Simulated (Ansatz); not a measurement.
**MgO (Fm-3m): G0W0 under other settings**

A base run on MgO (Fm-3m), then changed inputs.

Main program and level: Ansatz 0.2.0; G0W0 on PBE, plane waves, PAW; PAW set soft_1.

## 1. Starting point

Symmetry: Fm-3m, No. 225, cubic system. Conventional cell: a = 4.194 Å, b = 4.194 Å, c = 4.194 Å, α = 90.00°, β = 90.00°, γ = 90.00°. Nearest to Mg lie 6 O at 2.10 Å. Nearest to O lie 6 Mg at 2.10 Å. Farther neighbours and most contacts between anions are not listed.

The cell and positions are those that the Materials Project relaxed with its own functionals (PBE, PBE+U or r2SCAN), kept fixed.

## 2. The base run: 6×6×6 mesh, 67 empty bands, screening to 138 eV, PAW set soft_1 files

G0W0 replaces the xc potential by the self-energy, built once from these orbitals. Only a window of levels is corrected, while the sums run over the empty bands that the input names. This step takes PAW set soft_1 files.

Contents of input.yaml:

```yaml
crystal:
  lattice:
    - [0.0, 2.0970013927, 2.0970013927]
    - [2.0970013927, 0.0, 2.0970013927]
    - [2.0970013927, 2.0970013927, 0.0]
  atoms:
    - { symbol: Mg, position: [0.0, 0.0, 0.0] }
    - { symbol: O, position: [0.5, 0.5, 0.5] }
kpoints:
  mp_grid: { grid: [6, 6, 6] }
hamiltonian:
  xc: pbe
  pseudopotentials: { kind: paw, azcp: { folder: soft_1 } }
scf:
  occupations: { method: fixed }
gw:
  n_empty_bands: 67
  ecut_chi: 138
  qp_bands: [v2, c2]
  qp_kpoints: band_edges
  screening: { model: contour_deformation }
```

Launch:

```console
$ ansatz run input.yaml --threads 4 --pin off --max-ram 138240MiB --backend cuda --events-out ev --progress --plain --runs-dir out --devices 1 --max-vram 26GiB
```

Numbers of over 12 decimals in the logs are rounded to 6 here.

Output:

```text
GPUs: using 1 of 1 available (devices: 1).
Engine: ansatz 0.2.0, x86_64-unknown-linux-gnu
Pseudopotentials: kind: paw
Pseudopotential: Mg, paw, valence charge 10, recommended cutoff 420 eV (normal), soft_1/Mg.paw.azcp
Pseudopotential: O, paw, valence charge 6, recommended cutoff 420 eV (normal), soft_1/O.paw.azcp
Functional definition: PBE
  parameter kappa = 0.804
  parameter beta = 0.066725
  exchange = pbe_x(kappa = kappa, mu = beta*pi^2/3)
  correlation = pbe_c(beta = beta)
device memory: the entry about to start is reckoned to put 0.4 GiB on a device that reports 61.7 GiB free (of which the cap on the GPU budget leaves the run 26.0 GiB)
GPU FFT provider: cuFFT
GPU libraries: cuBLAS 13.8.2, cuFFT 12.4.0, cuSOLVER 12.3.4
Crystal: 2 atoms, lattice volume = 18.443 Å³
Basis set: ecut = 420 eV, 339 PW (Γ)
Bands: 12, of which v1, the nominal top of the filled ones, is band 8 counted from 1 (7 counted from 0)
Symmetry: 48 space group operations
Space group: Fm-3m (ITA 225), of the structure as read, at distance tolerance 2.6e-5 Å
k-points: 16 of 216
Non-local potential: Mg, projectors of the file, l = 0: 3, l = 1: 2, l = 2: 1
Non-local potential: O, projectors of the file, l = 0: 2, l = 1: 2, l = 2: 1
PAW form: soft (Blöchl's): semilocal exchange-correlation on the pseudo side does not see the compensation charge
PAW one-centre angular grid: Mg, 110 points (default); XC on 64 Gauss nodes
PAW one-centre angular grid: O, 110 points (default); XC on 64 Gauss nodes
Initial density: superposition of atomic densities (chi_scale 0.1, normalization cell, long waves kept (reshape's long-wave potential 0.00 eV rms))
Initial wavefunctions: pseudopotential atomic-orbital guess
GPU buffer pool allocated for 8000 grid points (all kernels)
GPU transforms: local potential and band sums: pruned to the plane-wave sphere, on 20×20×20
Functional: x = pbe(κ = 0.804, μ = 0.219515), c = pbe(β = 0.066725)
SCF iter   1: F=—  HF=-2494.086149 eV  |F-HF|=—  |Δ(HF+E_count)|=         —  Δρ=7.13e-2  dr2=5.03e-1  ethr=3.10e-3  ⟨swp⟩=4.1  Hψ=1089  notcnv=0  defer=11
preconditioner: auto → none  [insulator: Δε(μ)=4.534 eV  Ē_g=18.511 eV  n_scr=8 (ndim 8)  ℏωp=24.5 eV  f_vac=0.000  ε∞_Penn≈2.7]
SCF iter   2: F=—  HF=-2494.070112 eV  |F-HF|=—  |Δ(HF+E_count)|=   1.60e-2  Δρ=2.86e-2  dr2=8.04e-2  ethr=3.10e-3  ⟨swp⟩=2.8  Hψ=418  notcnv=0  defer=26
SCF iter   3: F=—  HF=-2494.119430 eV  |F-HF|=—  |Δ(HF+E_count)|=   4.93e-2  Δρ=4.64e-3  dr2=2.51e-3  ethr=5.03e-4  ⟨swp⟩=2.4  Hψ=331  notcnv=0  defer=28
SCF iter   4: F=—  HF=-2494.122647 eV  |F-HF|=—  |Δ(HF+E_count)|=   3.22e-3  Δρ=2.78e-3  dr2=9.62e-4  ethr=1.57e-5  ⟨swp⟩=2.3  Hψ=336  notcnv=0  defer=30
[...]
E_nonlocal   = 246.938549
  E_hartree    = 558.948952
  E_xc         = -100.780749
  E_vxc        = -129.131321  (∫ρ·V_xc dr)
  E_paw        = -463.348354  (= ΣΔE_a)
  E_vpaw       = -85.745978  (= ΣTr[D̂ρ^β])
  E_aug_tail   = 0.000768  (compensation charges beyond the density's cutoff)
  E_ewald      = -1294.918655
  E_smearing   = -0.000000  (= −TS)
  E_closure    = -0.000000  (closes the sum)
  Σ components = -2494.122374   (vs F -2494.122374, Δ=0.00e0)
--- Band table (eV; the first three rows and the last of 16) ---
  k-point 0: bands = [... 4 lower, -9.0979, 8.2168, 8.2168, 8.2168, 13.0893, 24.1070, 24.1070, 24.1070]
  k-point 1: bands = [... 4 lower, -8.7986, 6.7034, 8.0404, 8.0404, 14.5075, 21.7676, 24.6906, 24.6906]
  k-point 2: bands = [... 4 lower, -8.1271, 4.5194, 7.7105, 7.7105, 16.0077, 20.6548, 24.9537, 24.9537]
  k-point 15: bands = [... 4 lower, -7.4723, 4.6430, 5.9642, 6.5349, 18.8406, 19.7990, 20.8196, 24.9274]
--- G₀W₀: contour deformation, 6 samples at zero and on the imaginary axis and 3 off it, 216 q-points, 67 empty bands' worth ---
  eigenvalues of the whole cell's RPA ε∞ on this k-mesh (on a slab, of 1 + 4πα/V) = 3.0476, 3.0476, 3.0476; static W/v taken at q = 0 is 0.328127
  bands read: the sum over 75 bands ends inside a degenerate multiplet in 2 slots, whose members it reads at an even weight; the widest, k=1: bands 75 to 76 (counted from 1) at 1/2 each
  gw.qp_kpoints: band_edges: 8 of 16 stored k-points solved, in 1 pass; an edge of the gap read off the rows below is read off those points alone
    valence top: of the k-points left out ik 7 came nearest to being solved in a further pass, in band 8 (counted from 1, as in the quasiparticle table): it holds the edge there only if its correction is more favourable than any solved in that band by at least 0.661 eV; those differ by 0.249 eV
    conduction bottom: of the k-points left out ik 5 came nearest to being solved in a further pass, in band 9 (counted from 1, as in the quasiparticle table): it holds the edge there only if its correction is more favourable than any solved in that band by at least 3.287 eV; those differ by 0.678 eV
    ik  band        ε_KS         Σx   Σc(E_QP)       V_xc       Z   E_QP_lin       E_QP  E_QP is
     0     7      8.2168   -26.4963     4.2427   -20.9598  0.7921     6.9081     6.9231  root
     0     8      8.2168   -26.4963     4.2427   -20.9598  0.7921     6.9081     6.9231  root
     0     9     13.0893   -10.1087    -3.6869   -14.9022  0.8474    14.2026    14.1959  root
     0    10     24.1070    -3.7241    -4.8554    -9.6550  0.8367    25.1935    25.1825  root
     1     7      8.0404   -26.3136     4.2759   -20.7084  0.7914     6.6949     6.7112  root
     1     8      8.0404   -26.3136     4.2759   -20.7084  0.7914     6.6949     6.7112  root
     1     9     14.5075   -10.9357    -3.7103   -15.8913  0.8385    15.7622    15.7528  root
     1    10     21.7676    -4.5727    -4.7920   -10.4363  0.8332    22.8511    22.8392  root
[...]
12     7      6.8616   -25.5506     4.4690   -19.5387  0.7876     5.2936     5.3187  root
    12     8      6.8616   -25.5506     4.4690   -19.5387  0.7876     5.2936     5.3187  root
    12     9     17.3852    -3.9266    -4.1976    -8.9522  0.8582    18.2178    18.2133  root
    12    10     18.3499    -7.3235    -4.4615   -13.0630  0.8541    19.6392    19.6278  root
[key lines of the parts left out:]
SCF converged after 6 iterations
Free energy (F): -2494.122374 eV
Fermi energy:    8.216850 eV
```

The job ended after 6.2 s (1 × NVIDIA H100 80GB HBM3 (shared by 3 runs) with 4 threads of AMD EPYC 7R13 (Zen 3), shared host; peak memory 0.95 GiB).

In the SCF lines HF is the Harris–Foulkes energy and dr2 the Hartree energy of the density residual, in eV; the loop may stop once dr2 is under the threshold and the program's other checks hold. Hψ counts applications of the Hamiltonian.

Numbers from this step:

* bands summed: 75
* RPA ε∞ on this mesh (eigenvalues): 3.048, 3.048, 3.048
* plane waves in the screening matrix: 65
* q-points in the mesh: 216
* G0W0 gap on the mesh: 7.273 eV
* k of the valence top: 0, 0, 0
* k of the conduction bottom: 0, 0, 0
* starting gap on the mesh: 4.872 eV
* Z at the valence top: 0.7921
* Z at the conduction bottom: 0.8474
* least direct G0W0 gap on the computed points: 7.273 eV

The gap on the mesh goes from 4.87 eV to 7.27 eV, a correction of +2.40 eV. Between the two edge states, bare exchange in place of the xc potential would open the gap by 10.33 eV, and correlation takes back 7.93 eV.

## 3. Variant: other PAW set

This step: G0W0 on PBE, plane waves, PAW.

input.yaml, the sections that differ from step 2:

```yaml
hamiltonian:
  xc: pbe
  pseudopotentials: { kind: paw, source: jth }
gw:
  n_empty_bands: 41
  ecut_chi: 100
  qp_bands: [v2, c2]
  qp_kpoints: band_edges
  screening: { model: contour_deformation }
# crystal, kpoints, scf: as in step 2
```

Output:

```text
Warning: <dir> the checks of this Mg dataset prove no rule for summing its radial tables, as where they were carried onto another mesh than they were made on, and Gregory's rule is taken, under which a leading mesh point left out moves its sums only by what lay on the interval it spanned. That does not make them correct, and they differ from Quantum ESPRESSO's on this file; a re-export a fraction of a mesh step off can move them. hamiltonian.pseudopotentials.radial_quadrature: simpson_from_first_knot sums it by `pw.x`'s rule; on a PAW file no value gives `pw.x`'s numbers. What more to know: hamiltonian.pseudopotentials.radial_quadrature, in the input reference
Warning: <dir> the checks of this O dataset prove no rule for summing its radial tables, as where they were carried onto another mesh than they were made on, and Gregory's rule is taken, under which a leading mesh point left out moves its sums only by what lay on the interval it spanned. That does not make them correct, and they differ from Quantum ESPRESSO's on this file; a re-export a fraction of a mesh step off can move them. hamiltonian.pseudopotentials.radial_quadrature: simpson_from_first_knot sums it by `pw.x`'s rule; on a PAW file no value gives `pw.x`'s numbers. What more to know: hamiltonian.pseudopotentials.radial_quadrature, in the input reference
GPUs: using 1 of 1 available (devices: 1).
[...]
GPU FFT provider: cuFFT
GPU libraries: cuBLAS 13.8.2, cuFFT 12.4.0, cuSOLVER 12.3.4
Crystal: 2 atoms, lattice volume = 18.443 Å³
Basis set: ecut = 1380 eV, 2109 PW (Γ)
[...]
NSCF: frozen V_eff on 16 k-points
G₀W₀ screening: q 1/16
[... further progress lines ...]
[...]
SCF converged after 7 iterations
Free energy (F): -2494.134605 eV
[...]
Internal energy: -2494.134605 eV  (E = F + TS)
E sigma→0 (E₀):  -2494.134605 eV
Fermi energy:    9.154613 eV
[...]
--- Band table (eV; the first three rows and the last of 16) ---
  k-point 0: bands = [... 4 lower, -8.1529, 9.1546, 9.1546, 9.1546, 14.0144, 25.0343, 25.0343, 25.0343]
  k-point 1: bands = [... 4 lower, -7.8556, 7.6388, 8.9770, 8.9770, 15.4356, 22.7008, 25.6222, 25.6222]
  k-point 2: bands = [... 4 lower, -7.1884, 5.4537, 8.6448, 8.6448, 16.9321, 21.5968, 25.8761, 25.8761]
  k-point 15: bands = [... 4 lower, -6.5383, 5.5813, 6.9006, 7.4686, 19.7658, 20.7355, 21.7571, 25.8698]
[...]
0     7      9.1546   -26.5016     4.4159   -20.9712  0.7941     8.0290     8.0401  root
     0     8      9.1546   -26.5016     4.4159   -20.9712  0.7941     8.0290     8.0401  root
     0     9     14.0144   -10.1017    -3.5964   -14.8971  0.8481    15.2215    15.2133  root
     0    10     25.0343    -3.4699    -4.7847    -9.5298  0.8349    26.3261    26.3095  root
     1     7      8.9770   -26.3119     4.4475   -20.7128  0.7934     7.8132     7.8253  root
     1     8      8.9770   -26.3119     4.4475   -20.7128  0.7934     7.8132     7.8253  root
     1     9     15.4356   -10.9246    -3.5958   -15.8850  0.8392    16.8119    16.8002  root
     1    10     22.7008    -4.4430    -4.7099   -10.3821  0.8315    23.9462    23.9301  root
[...]
12     7      7.7989   -25.5656     4.6195   -19.5592  0.7892     6.3919     6.4121  root
    12     8      7.7989   -25.5656     4.6195   -19.5592  0.7892     6.3919     6.4121  root
    12     9     18.3004    -3.7714    -4.1325    -8.8737  0.8568    19.2767    19.2703  root
    12    10     19.2742    -7.1470    -4.3222   -12.8689  0.8537    20.6881    20.6740  root
```

The job ended after 7.6 s (1 × NVIDIA H100 80GB HBM3 (shared by 3 runs) with 4 threads; peak memory 0.97 GiB; 8.9 s of CPU time).

The G0W0 gap on the mesh is 7.173 eV.

Against the base:

| setting | base | variant |
| --- | --- | --- |
| files | PAW set soft_1 | JTH PAW |
| empty bands | 67 | 41 |
| screening cutoff (eV) | 138 | 100 |

| quantity | variant | base |
| --- | --- | --- |
| starting gap on the mesh | 4.860 | 4.872 |
| G0W0 gap on the mesh | 7.173 | 7.273 |
| least direct G0W0 gap on the computed points | 7.173 | 7.273 |
| Z at the valence top | 0.794 | 0.792 |
| Z at the conduction bottom | 0.848 | 0.847 |

## 4. Variant: larger pair-density box

This step: G0W0 on PBE, plane waves, PAW; PAW set soft_1.

input.yaml: that of step 3 with these lines changed.

```diff
@@ -12,3 +12,3 @@
   xc: pbe
-  pseudopotentials: { kind: paw, source: jth }
+  pseudopotentials: { kind: paw, azcp: { folder: soft_1 } }
 scf:
@@ -21 +21,2 @@
   screening: { model: contour_deformation }
+  ecutfock_ratio: 2
```

Output:

```text
GPUs: using 1 of 1 available (devices: 1).
[...]
GPU FFT provider: cuFFT
GPU libraries: cuBLAS 13.8.2, cuFFT 12.4.0, cuSOLVER 12.3.4
Crystal: 2 atoms, lattice volume = 18.443 Å³
Basis set: ecut = 420 eV, 339 PW (Γ)
Bands: 12, of which v1, the nominal top of the filled ones, is band 8 counted from 1 (7 counted from 0)
[... 1 set-up line as in the run before ...]
[...]
k-points: 16 of 216
[...]
GPU buffer pool allocated for 8000 grid points (all kernels)
[...]
SCF iter   1: F=—  HF=-2494.086149 eV  |F-HF|=—  |Δ(HF+E_count)|=         —  Δρ=7.13e-2  dr2=5.03e-1  ethr=3.10e-3  ⟨swp⟩=4.1  Hψ=1089  notcnv=0  defer=11
[...]
SCF iter   6: F=-2494.122374 eV  HF=-2494.122374 eV  |F-HF|=1.47e-8  |Δ(HF+E_count)|=   7.95e-6  Δρ=2.38e-5  dr2=3.19e-8  ethr=6.25e-10  ⟨swp⟩=3.9  Hψ=882  notcnv=0
SCF 1 converged in 6 iterations: F = -2494.122374 eV  dr2 = 3.19e-8
[...]
G₀W₀ screening: q 1/16
[... further progress lines ...]
[...]
SCF converged after 6 iterations
Free energy (F): -2494.122374 eV
[...]
Internal energy: -2494.122374 eV  (E = F + TS)
E sigma→0 (E₀):  -2494.122374 eV
Fermi energy:    8.216850 eV
[...]
--- Band table (eV; the first three rows and the last of 16) ---
  k-point 0: bands = [... 4 lower, -9.0979, 8.2168, 8.2168, 8.2168, 13.0893, 24.1070, 24.1070, 24.1070]
  k-point 1: bands = [... 4 lower, -8.7986, 6.7034, 8.0404, 8.0404, 14.5075, 21.7676, 24.6906, 24.6906]
  k-point 2: bands = [... 4 lower, -8.1271, 4.5194, 7.7105, 7.7105, 16.0077, 20.6548, 24.9537, 24.9537]
  k-point 15: bands = [... 4 lower, -7.4723, 4.6430, 5.9642, 6.5349, 18.8406, 19.7990, 20.8196, 24.9274]
[...]
0     7      8.2168   -26.4963     4.4074   -20.9598  0.7947     7.0765     7.0878  root
     0     8      8.2168   -26.4963     4.4074   -20.9598  0.7947     7.0765     7.0878  root
     0     9     13.0893   -10.1087    -3.6488   -14.9022  0.8490    14.2414    14.2340  root
     0    10     24.1070    -3.7241    -4.7656    -9.6550  0.8365    25.2856    25.2723  root
     1     7      8.0404   -26.3136     4.4387   -20.7084  0.7941     6.8616     6.8740  root
     1     8      8.0404   -26.3136     4.4387   -20.7084  0.7941     6.8616     6.8740  root
     1     9     14.5075   -10.9357    -3.6415   -15.8913  0.8401    15.8323    15.8216  root
     1    10     21.7676    -4.5727    -4.7074   -10.4363  0.8330    22.9378    22.9238  root
[...]
12     7      6.8616   -25.5506     4.6118   -19.5387  0.7899     5.4411     5.4615  root
    12     8      6.8616   -25.5506     4.6118   -19.5387  0.7899     5.4411     5.4615  root
    12     9     17.3852    -3.9266    -4.1317    -8.9522  0.8580    18.2844    18.2791  root
    12    10     18.3499    -7.3235    -4.3954   -13.0630  0.8544    19.7067    19.6939  root
```

Elapsed: 5.6 s, on 1 × NVIDIA H100 80GB HBM3 (shared by 3 runs) with 4 threads; peak memory 0.95 GiB.

The G0W0 gap on the mesh is 7.146 eV.

Against the base:

| setting | base | variant |
| --- | --- | --- |
| empty bands | 67 | 41 |
| screening cutoff (eV) | 138 | 100 |
| ecutfock ratio | - | 2 |

| quantity | variant | base |
| --- | --- | --- |
| starting gap on the mesh | 4.872 | 4.872 |
| G0W0 gap on the mesh | 7.146 | 7.273 |
| least direct G0W0 gap on the computed points | 7.146 | 7.273 |
| Z at the valence top | 0.795 | 0.792 |
| Z at the conduction bottom | 0.849 | 0.847 |

## 5. Summary of results

| Property | Result |
| --- | --- |
| base | 7.27 eV, 6.2 s |
| other PAW set | 7.17 eV, 7.6 s |
| larger pair-density box | 7.15 eV, 5.6 s |

What this shows: Other PAW set: the gap moves by −0.10 eV (the plane-wave cutoff goes from 420 to 1380 eV). The variant differs from the base in files, empty bands and screening cutoff together, so the change can't be laid to one of them. Larger pair-density box: the gap moves by −0.13 eV. The variant differs from the base in empty bands, screening cutoff and ecutfock ratio together, so the change can't be laid to one of them. All runs here use a coarse mesh and modest cutoffs; they test settings and are not final values.

[Paths, hosts, dates, memory and timing lines, banners, echoed tables and standing remarks are left out of the program output.]

[Logs are printed without paths, hosts, clocks, repeated set-up lines and the standing remarks that a program may print on its own settings, such as how far it seeks lower states.]

[Runs of the session that timed out or met a known fault of the program may be left out.]

[Cells called generated may have been cut or substituted from an entry of the Crystallography Open Database or the Materials Project.]

[Hosts, paths, dates, database ids (printed as entryN), source tags and the programs' standing remarks are cut or masked in the printed files.]
